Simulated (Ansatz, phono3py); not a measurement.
# PbSe (Clausthalite, Fm-3m): thermal conductivity with phono3py, part 2 of 5

The second- and third-order constants of PbSe (Clausthalite) come from an earlier supercell run; what does phono3py make of them?

What experiment has found for this phase:
- thermal conductivity 2 W/m/K near room temperature (given in “Combining the AFLOW GIBBS and Elastic Libraries to efficiently and robustly screen thermo-mechanical properties of solids”, 2017, arXiv:1611.05714)
- thermal conductivity 2 W/m/K near room temperature (given in “Predicting the lattice thermal conductivity of solids by solving the Boltzmann transport equation: AFLOW - AAPL an automated, accurate and efficient framework”, 2017, arXiv:1611.05481)

Ansatz 0.2.0 and phono3py 4.10.0; DFT r2SCAN, scalar-relativistic, plane waves, PAW (the session's first sound run).

So far, κ at 300 K (W/m/K): step 3 (relaxation-time solution) 0.942; step 5 (isotopes none) 0.945; step 6 (q-mesh of the transport sums 3×3×3) 0.105.

## Step 7: Another q-mesh, third order supercell 3×3×3, supercell 6×6×6 (run 2)

Level of this step: DFT r2SCAN, scalar-relativistic, plane waves, PAW; phono3py on Ansatz's force constants (phono3py).

The q-mesh of the transport sums changes, with the same scattering terms.

File phono3py.yaml:

```yaml
phono3py:
  version: "4.10.0"
  frequency_unit_conversion_factor: 15.633302
  symmetry_tolerance: 1.00000e-05

physical_unit:
  atomic_mass: "AMU"
  length: "angstrom"

space_group:
  type: "Fm-3m"
  number: 225
  Hall_symbol: "-F 4 2 3"

primitive_matrix:
- [  1.000000000000000,  0.000000000000000,  0.000000000000000 ]
- [  0.000000000000000,  1.000000000000000,  0.000000000000000 ]
- [  0.000000000000000,  0.000000000000000,  1.000000000000000 ]

supercell_matrix:
- [   3,   0,   0 ]
- [   0,   3,   0 ]
- [   0,   0,   3 ]

# [primitive_cell block left out]
unit_cell:
  lattice:
  - [     0.000000000000000,     3.089013057700000,     3.089013057700000 ] # a
  - [     3.089013057700000,     0.000000000000000,     3.089013057700000 ] # b
  - [     3.089013057700000,     3.089013057700000,     0.000000000000000 ] # c
  points:
  - symbol: Pb # 1
    coordinates: [  0.000000000000000,  0.000000000000000,  0.000000000000000 ]
    mass: 207.200000
    reduced_to: 1
  - symbol: Se # 2
    coordinates: [  0.500000000000000,  0.500000000000000,  0.500000000000000 ]
    mass: 78.971000
    reduced_to: 2

# [supercell block left out]
phonon_supercell_matrix:
- [   6,   0,   0 ]
- [   0,   6,   0 ]
- [   0,   0,   6 ]

# [phonon_primitive_cell block left out]
# [phonon_supercell block left out]
nac:
  born_effective_charge:
  - # 1 (Pb)
    - [  4.833313251020964,  0.000000000000000,  0.000000000000000 ]
    - [  0.000000000000000,  4.833313251020963,  0.000000000000000 ]
    - [  0.000000000000000,  0.000000000000000,  4.833313251020965 ]
  - # 2 (Se)
    - [ -4.833313251020964,  0.000000000000000,  0.000000000000000 ]
    - [  0.000000000000000, -4.833313251020963,  0.000000000000000 ]
    - [  0.000000000000000,  0.000000000000000, -4.833313251020965 ]
  dielectric_constant:
    - [ 17.013646291544731,  0.000000000000000,  0.000000000000000 ]
    - [  0.000000000000000, 17.013646291544731,  0.000000000000000 ]
    - [  0.000000000000000,  0.000000000000000, 17.013646291544731 ]
  unit_conversion_factor: 14.399645
```

Command:

```
$ phono3py phono3py.yaml --mesh 7 7 7 --br --isotope --ts 100 300 600
```

What it wrote:

```text
[banner, memory and clock lines left out]
Rust backend (phonors) using rayon (8 threads).
Running in phono3py.load mode.
Spglib version 2.8.0
----------------------------- General settings -----------------------------
Run mode: conductivity-RTA
HDF5 data compression filter: gzip
Crystal structure was read from "phono3py.yaml".
Supercell (dim): [3 3 3]
Phonon supercell (dim-fc2): [6 6 6]
Primitive matrix:
  [1. 0. 0.]
  [0. 1. 0.]
  [0. 0. 1.]
Spacegroup: Fm-3m (225)
Use -v option to watch primitive cell, unit cell, and supercell structures.
[...]
2.635   ( -31.238    2.834    0.000)   31.366
   3.783   (  -4.339    4.694   -0.000)    6.392
=================== End of collection of collisions ===================
----------- Thermal conductivity (W/m-k) with tetrahedron method -----------
#  T(K)        xx         yy         zz         yz         xz         xy
  100.0       2.175      2.175      2.175     -0.000     -0.000      0.000
  300.0       0.762      0.762      0.762     -0.000     -0.000      0.000
  600.0       0.383      0.383      0.383     -0.000     -0.000      0.000

Thermal conductivity related properties were written into
"kappa-m777.hdf5".
Summary of calculation was written in "phono3py.yaml".
```

Run time: 6.1 s. Hardware: 8 threads of Arm Neoverse N1, shared host; peak memory 0.13 GiB.

This mesh is too coarse for the transport sums: κ at 300 K comes out at 0.762 against 0.942 W/(m K) in the base run.

## Step 8: Another q-mesh, third order supercell 3×3×3, supercell 6×6×6 (run 3)

The q-mesh of the transport sums changes, with the same scattering terms.

phono3py.yaml is that of step 7.

Command:

```
$ phono3py phono3py.yaml --mesh 9 9 9 --br --isotope --ts 100 300 600
```

What it wrote:

```text
[banner, memory and clock lines left out]
Rust backend (phonors) using rayon (8 threads).
Running in phono3py.load mode.
Spglib version 2.8.0
----------------------------- General settings -----------------------------
Run mode: conductivity-RTA
HDF5 data compression filter: gzip
Crystal structure was read from "phono3py.yaml".
Supercell (dim): [3 3 3]
Phonon supercell (dim-fc2): [6 6 6]
Primitive matrix:
  [1. 0. 0.]
  [0. 1. 0.]
  [0. 0. 1.]
Spacegroup: Fm-3m (225)
Use -v option to watch primitive cell, unit cell, and supercell structures.
[...]
2.540   (   0.000   -1.603  -26.827)   26.875
   3.764   (   0.000    4.711   -3.002)    5.586
=================== End of collection of collisions ===================
----------- Thermal conductivity (W/m-k) with tetrahedron method -----------
#  T(K)        xx         yy         zz         yz         xz         xy
  100.0       2.447      2.447      2.447     -0.000     -0.000      0.000
  300.0       0.853      0.853      0.853     -0.000     -0.000      0.000
  600.0       0.429      0.429      0.429     -0.000     -0.000      0.000

Thermal conductivity related properties were written into
"kappa-m999.hdf5".
Summary of calculation was written in "phono3py.yaml".
```

Wall time 6.4 s (8 threads); peak memory 0.14 GiB; 10 s of CPU time.

κ at 300 K goes from 0.942 in the base run to 0.853 W/(m K).

## Step 9: Another q-mesh, third order supercell 3×3×3, supercell 6×6×6 (run 4)

The q-mesh of the transport sums changes, with the same scattering terms.

phono3py.yaml is that of step 8.

Command:

```
$ phono3py phono3py.yaml --mesh 13 13 13 --br --isotope --ts 100 300 600
```

What it wrote:

```text
[banner, memory and clock lines left out]
Rust backend (phonors) using rayon (8 threads).
Running in phono3py.load mode.
Spglib version 2.8.0
----------------------------- General settings -----------------------------
Run mode: conductivity-RTA
HDF5 data compression filter: gzip
Crystal structure was read from "phono3py.yaml".
Supercell (dim): [3 3 3]
Phonon supercell (dim-fc2): [6 6 6]
Primitive matrix:
  [1. 0. 0.]
  [0. 1. 0.]
  [0. 0. 1.]
Spacegroup: Fm-3m (225)
Use -v option to watch primitive cell, unit cell, and supercell structures.
[...]
2.397   (   0.000   -2.916  -22.025)   22.217
   3.760   (   0.000    3.223   -2.284)    3.950
=================== End of collection of collisions ===================
----------- Thermal conductivity (W/m-k) with tetrahedron method -----------
#  T(K)        xx         yy         zz         yz         xz         xy
  100.0       2.682      2.682      2.682     -0.000     -0.000      0.000
  300.0       0.925      0.925      0.925     -0.000     -0.000      0.000
  600.0       0.465      0.465      0.465     -0.000     -0.000      0.000

Thermal conductivity related properties were written into
"kappa-m131313.hdf5".
Summary of calculation was written in "phono3py.yaml".
```

It took 12 s on 8 threads; peak memory 0.14 GiB.

κ at 300 K goes from 0.942 in the base run to 0.925 W/(m K).

## Step 10: Another q-mesh, third order supercell 3×3×3, supercell 6×6×6 (run 5)

The q-mesh of the transport sums changes, with the same scattering terms.

phono3py.yaml is that of step 9.

Command:

```
$ phono3py phono3py.yaml --mesh 15 15 15 --br --isotope --ts 100 300 600
```

What it wrote:

```text
[banner, memory and clock lines left out]
Rust backend (phonors) using rayon (8 threads).
Running in phono3py.load mode.
Spglib version 2.8.0
----------------------------- General settings -----------------------------
Run mode: conductivity-RTA
HDF5 data compression filter: gzip
Crystal structure was read from "phono3py.yaml".
Supercell (dim): [3 3 3]
Phonon supercell (dim-fc2): [6 6 6]
Primitive matrix:
  [1. 0. 0.]
  [0. 1. 0.]
  [0. 0. 1.]
Spacegroup: Fm-3m (225)
Use -v option to watch primitive cell, unit cell, and supercell structures.
[...]
2.314   ( -21.502    4.742    0.000)   22.019
   3.761   (  -2.436    2.340    0.000)    3.378
=================== End of collection of collisions ===================
----------- Thermal conductivity (W/m-k) with tetrahedron method -----------
#  T(K)        xx         yy         zz         yz         xz         xy
  100.0       2.721      2.721      2.721     -0.000     -0.000      0.000
  300.0       0.937      0.937      0.937     -0.000     -0.000      0.000
  600.0       0.471      0.471      0.471     -0.000     -0.000      0.000

Thermal conductivity related properties were written into
"kappa-m151515.hdf5".
Summary of calculation was written in "phono3py.yaml".
```

Run time: 18 s. Hardware: 8 threads; peak memory 0.13 GiB; 86 s of CPU time.

W/m/K. Kappa, by row:

```tsv
T (K)	xx	yy	zz	yz	xz	xy
100	2.721	2.721	2.721	0	0	0
300	0.9374	0.9374	0.9374	0	0	0
600	0.4708	0.4708	0.4708	0	0	0
```

κ at 300 K goes from 0.942 in the base run to 0.937 W/(m K).

## Step 11: Another q-mesh, third order supercell 3×3×3, supercell 6×6×6 (run 6)

The q-mesh of the transport sums changes, with the same scattering terms.

phono3py.yaml is that of step 10.

Command:

```
$ phono3py phono3py.yaml --mesh 21 21 21 --br --isotope --ts 100 300 600
```

What it wrote:

```text
[banner, memory and clock lines left out]
Rust backend (phonors) using rayon (8 threads).
Running in phono3py.load mode.
Spglib version 2.8.0
----------------------------- General settings -----------------------------
Run mode: conductivity-RTA
HDF5 data compression filter: gzip
Crystal structure was read from "phono3py.yaml".
Supercell (dim): [3 3 3]
Phonon supercell (dim-fc2): [6 6 6]
Primitive matrix:
  [1. 0. 0.]
  [0. 1. 0.]
  [0. 0. 1.]
Spacegroup: Fm-3m (225)
Use -v option to watch primitive cell, unit cell, and supercell structures.
[...]
2.299   (   0.000   -4.038  -15.282)   15.807
   3.757   (   0.000    1.946   -1.544)    2.484
=================== End of collection of collisions ===================
----------- Thermal conductivity (W/m-k) with tetrahedron method -----------
#  T(K)        xx         yy         zz         yz         xz         xy
  100.0       2.764      2.764      2.764     -0.000     -0.000      0.000
  300.0       0.950      0.950      0.950     -0.000     -0.000      0.000
  600.0       0.477      0.477      0.477     -0.000     -0.000      0.000

Thermal conductivity related properties were written into
"kappa-m212121.hdf5".
Summary of calculation was written in "phono3py.yaml".
```

It took 90 s on 8 threads; peak memory 0.14 GiB.

κ at 300 K goes from 0.942 in the base run to 0.950 W/(m K).

## Step 12: Another q-mesh, third order supercell 3×3×3, supercell 6×6×6 (run 7)

The q-mesh of the transport sums changes, with the same scattering terms.

phono3py.yaml is that of step 11.

Command:

```
$ phono3py phono3py.yaml --mesh 25 25 25 --br --isotope --ts 100 300 600
```

What it wrote:

```text
[banner, memory and clock lines left out]
Rust backend (phonors) using rayon (8 threads).
Running in phono3py.load mode.
Spglib version 2.8.0
----------------------------- General settings -----------------------------
Run mode: conductivity-RTA
HDF5 data compression filter: gzip
Crystal structure was read from "phono3py.yaml".
Supercell (dim): [3 3 3]
Phonon supercell (dim-fc2): [6 6 6]
Primitive matrix:
  [1. 0. 0.]
  [0. 1. 0.]
  [0. 0. 1.]
Spacegroup: Fm-3m (225)
Use -v option to watch primitive cell, unit cell, and supercell structures.
[...]
2.279   (   0.000   -4.305  -13.155)   13.841
   3.756   (   0.000    1.621   -1.325)    2.094
=================== End of collection of collisions ===================
----------- Thermal conductivity (W/m-k) with tetrahedron method -----------
#  T(K)        xx         yy         zz         yz         xz         xy
  100.0       2.782      2.782      2.782     -0.000     -0.000      0.000
  300.0       0.955      0.955      0.955     -0.000     -0.000      0.000
  600.0       0.479      0.479      0.479     -0.000     -0.000      0.000

Thermal conductivity related properties were written into
"kappa-m252525.hdf5".
Summary of calculation was written in "phono3py.yaml".
```

Run time: 4 min. Hardware: 8 threads; peak memory 0.14 GiB.

κ at 300 K goes from 0.942 in the base run to 0.955 W/(m K).

## Step 13: Mesh convergence

This step: DFT r2SCAN, scalar-relativistic, plane waves, PAW (phono3py 4.10.0).

Series, by row:

```tsv
mesh points along each axis	kappa at 100 K (W/m/K)	kappa at 300 K (W/m/K)	kappa at 600 K (W/m/K)	seconds
3	0.2863	0.1055	0.05327	5.86
7	2.175	0.7619	0.3833	6.07
9	2.447	0.8533	0.4291	6.42
13	2.682	0.9255	0.4649	11.75
15	2.721	0.9374	0.4708	17.99
21	2.764	0.9499	0.4769	90.42
25	2.782	0.955	0.4795	242.8
```

## Step 14: Boundary scattering, third order supercell 3×3×3, supercell 6×6×6

A boundary term v/L is added to each rate, a simple model of grains or a thin sample.

This step: DFT r2SCAN, scalar-relativistic, plane waves, PAW; phono3py on Ansatz's force constants (phono3py 4.10.0).

phono3py.yaml is that of step 12.

Command:

```
$ phono3py phono3py.yaml --mesh 17 17 17 --br --isotope --boundary-mfp 0.3 --ts 100 150 200 300 400 500 600 800
```

What it wrote:

```text
[banner, memory and clock lines left out]
Rust backend (phonors) using rayon (8 threads).
Running in phono3py.load mode.
Spglib version 2.8.0
----------------------------- General settings -----------------------------
Run mode: conductivity-RTA
HDF5 data compression filter: gzip
Crystal structure was read from "phono3py.yaml".
Supercell (dim): [3 3 3]
Phonon supercell (dim-fc2): [6 6 6]
Primitive matrix:
  [1. 0. 0.]
  [0. 1. 0.]
  [0. 0. 1.]
Spacegroup: Fm-3m (225)
Use -v option to watch primitive cell, unit cell, and supercell structures.
NAC parameters were read from "phono3py.yaml".
fc3 was read from "fc3.hdf5".
fc2 was read from "fc2.hdf5".
----------------------------- Force constants ------------------------------
Max drift of fc3: 0.00000200 (yyy) 0.00000200 (yyy) 0.00000200 (yyy)
Max drift of fc2: -0.00000900 (yy) -0.00000900 (yy)
--------------------------- Calculation settings ---------------------------
Non-analytical term correction (NAC): True
NAC unit conversion factor:  14.39964
BZ integration: Tetrahedron-method
Temperature:  100.0  150.0  200.0  300.0  400.0 ... 800.0
Cutoff frequency: 0.01
Mesh sampling: [ 17 17 17 ]
Generating grid system ... [ 17 17 17 ]
fc3-r2q-transformation over three atoms: True
--------------------------- Phonon calculations ----------------------------
  PRB 50, 13035(R) (1994), PRB 55, 10355 (1997)
  G-cutoff distance: 1.07, Number of G-points: 307, Lambda: 0.46
Running harmonic phonon calculations...
-------------------- Lattice thermal conductivity (RTA) --------------------
Running heat capacity calculations...
Running velocity calculations...
Running isotope scattering calculations with tetrahedron method...
======================= Grid point 0 (1/165) =======================
q-point: ( 0.00  0.00  0.00)
Boundary mean free path (micrometer): 0.30000
Mass variance parameters: 1.94e-05 4.63e-04
Number of triplets: 165
Frequency     group velocity (x, y, z)     |gv|
  -0.003   (   0.000    0.000    0.000)    0.000
  -0.003   (   0.000    0.000    0.000)    0.000
  -0.003   (   0.000    0.000    0.000)    0.000
   0.401   (   0.000    0.000    0.000)    0.000
   0.401   (   0.000    0.000    0.000)    0.000
   0.401   (   0.000    0.000    0.000)    0.000
======================= Grid point 1 (2/165) =======================
q-point: ( 0.06  0.00  0.00)
Boundary mean free path (micrometer): 0.30000
Mass variance parameters: 1.94e-05 4.63e-04
Number of triplets: 489
Frequency     group velocity (x, y, z)     |gv|
   0.311   (  -9.823    9.823    9.823)   17.013
   0.311   (  -9.823    9.823    9.823)   17.013
   0.526   ( -17.831   17.831   17.831)   30.885
   1.081   ( -31.393   31.393   31.393)   54.374
   1.081   ( -31.393   31.393   31.393)   54.374
   4.282   (  -1.401    1.401    1.401)    2.426
[162 grid points left out]
======================= Grid point 1322 (165/165) =======================
q-point: ( 0.71  0.47  0.24)
Boundary mean free path (micrometer): 0.30000
Mass variance parameters: 1.94e-05 4.63e-04
Number of triplets: 1305
Frequency     group velocity (x, y, z)     |gv|
   1.283   (  -0.000    4.215   -0.062)    4.215
   1.326   (   0.000   -2.968   -1.510)    3.330
   2.004   (  -0.000    2.097   -4.831)    5.267
   2.190   (  -0.000    5.726    0.509)    5.748
   2.333   (   0.000   -3.621  -18.138)   18.496
   3.758   (   0.000    2.430   -1.845)    3.051
=================== End of collection of collisions ===================
----------- Thermal conductivity (W/m-k) with tetrahedron method -----------
#  T(K)        xx         yy         zz         yz         xz         xy
  100.0       2.622      2.622      2.622     -0.000     -0.000      0.000
  150.0       1.808      1.808      1.808     -0.000     -0.000      0.000
  200.0       1.376      1.376      1.376     -0.000     -0.000      0.000
  300.0       0.929      0.929      0.929     -0.000     -0.000      0.000
  400.0       0.701      0.701      0.701     -0.000     -0.000      0.000
  500.0       0.563      0.563      0.563     -0.000     -0.000      0.000
  600.0       0.470      0.470      0.470     -0.000     -0.000      0.000
  800.0       0.353      0.353      0.353     -0.000      0.000      0.000

Thermal conductivity related properties were written into
"kappa-m171717.hdf5".
Summary of calculation was written in "phono3py.yaml".
```

Run time: 31 s. Hardware: 8 threads; peak memory 0.14 GiB.

This step gave:

| Quantity | Value |
| --- | --- |
| κ at 300 K | 0.9292 W/m/K |
| κ xx, yy, zz at 300 K | 0.9292, 0.9292, 0.9292 W/m/K |

W/m/K. Kappa, by row:

```tsv
T (K)	xx	yy	zz	yz	xz	xy
100	2.622	2.622	2.622	0	0	0
150	1.808	1.808	1.808	0	0	0
200	1.376	1.376	1.376	0	0	0
300	0.9292	0.9292	0.9292	0	0	0
400	0.7009	0.7009	0.7009	0	0	0
500	0.5626	0.5626	0.5626	0	0	0
600	0.4698	0.4698	0.4698	0	0	0
800	0.3532	0.3532	0.3532	0	0	0
```

κ at 300 K goes from 0.942 in the base run to 0.929 W/(m K).

## Step 15: Boundary scattering, third order supercell 3×3×3, supercell 6×6×6 (run 2)

A boundary term v/L is added to each rate, a simple model of grains or a thin sample.

phono3py.yaml is that of step 14.

Command:

```
$ phono3py phono3py.yaml --mesh 17 17 17 --br --isotope --boundary-mfp 100 --ts 100 150 200 300 400 500 600 800
```

What it wrote:

```text
[banner, memory and clock lines left out]
Rust backend (phonors) using rayon (8 threads).
Running in phono3py.load mode.
Spglib version 2.8.0
----------------------------- General settings -----------------------------
Run mode: conductivity-RTA
HDF5 data compression filter: gzip
Crystal structure was read from "phono3py.yaml".
Supercell (dim): [3 3 3]
Phonon supercell (dim-fc2): [6 6 6]
Primitive matrix:
  [1. 0. 0.]
  [0. 1. 0.]
  [0. 0. 1.]
Spacegroup: Fm-3m (225)
Use -v option to watch primitive cell, unit cell, and supercell structures.
[...]
----------- Thermal conductivity (W/m-k) with tetrahedron method -----------
#  T(K)        xx         yy         zz         yz         xz         xy
  100.0       2.737      2.737      2.737     -0.000      0.000      0.000
  150.0       1.858      1.858      1.858     -0.000      0.000      0.000
  200.0       1.404      1.404      1.404     -0.000      0.000      0.000
[...]
600.0       0.473      0.473      0.473     -0.000      0.000      0.000
  800.0       0.355      0.355      0.355     -0.000      0.000      0.000

Thermal conductivity related properties were written into
"kappa-m171717.hdf5".
Summary of calculation was written in "phono3py.yaml".
```

The job ended after 32 s (8 threads; peak memory 0.13 GiB).

This step gave:

- κ at 300 K: 0.9419 W/m/K
- κ xx, yy, zz at 300 K: 0.9419, 0.9419, 0.9419 W/m/K

W/m/K. Kappa, by row:

```tsv
T (K)	xx	yy	zz	yz	xz	xy
100	2.737	2.737	2.737	0	0	0
150	1.858	1.858	1.858	0	0	0
200	1.404	1.404	1.404	0	0	0
300	0.9419	0.9419	0.9419	0	0	0
400	0.7081	0.7081	0.7081	0	0	0
500	0.5672	0.5672	0.5672	0	0	0
600	0.473	0.473	0.473	0	0	0
800	0.355	0.355	0.355	0	0	0
```

κ at 300 K goes from 0.942 in the base run to 0.942 W/(m K).

(Continued in part 3 of 5.)

[Logs are printed without paths, hosts, clocks, repeated set-up lines and the standing remarks that a program may print on its own settings, such as how far it seeks lower states.]

[Hosts, paths, dates, database ids (printed as entryN), source tags and the programs' standing remarks are cut or masked in the printed files.]

[A step with changed settings may run another functional than the one named; its input shows which.]
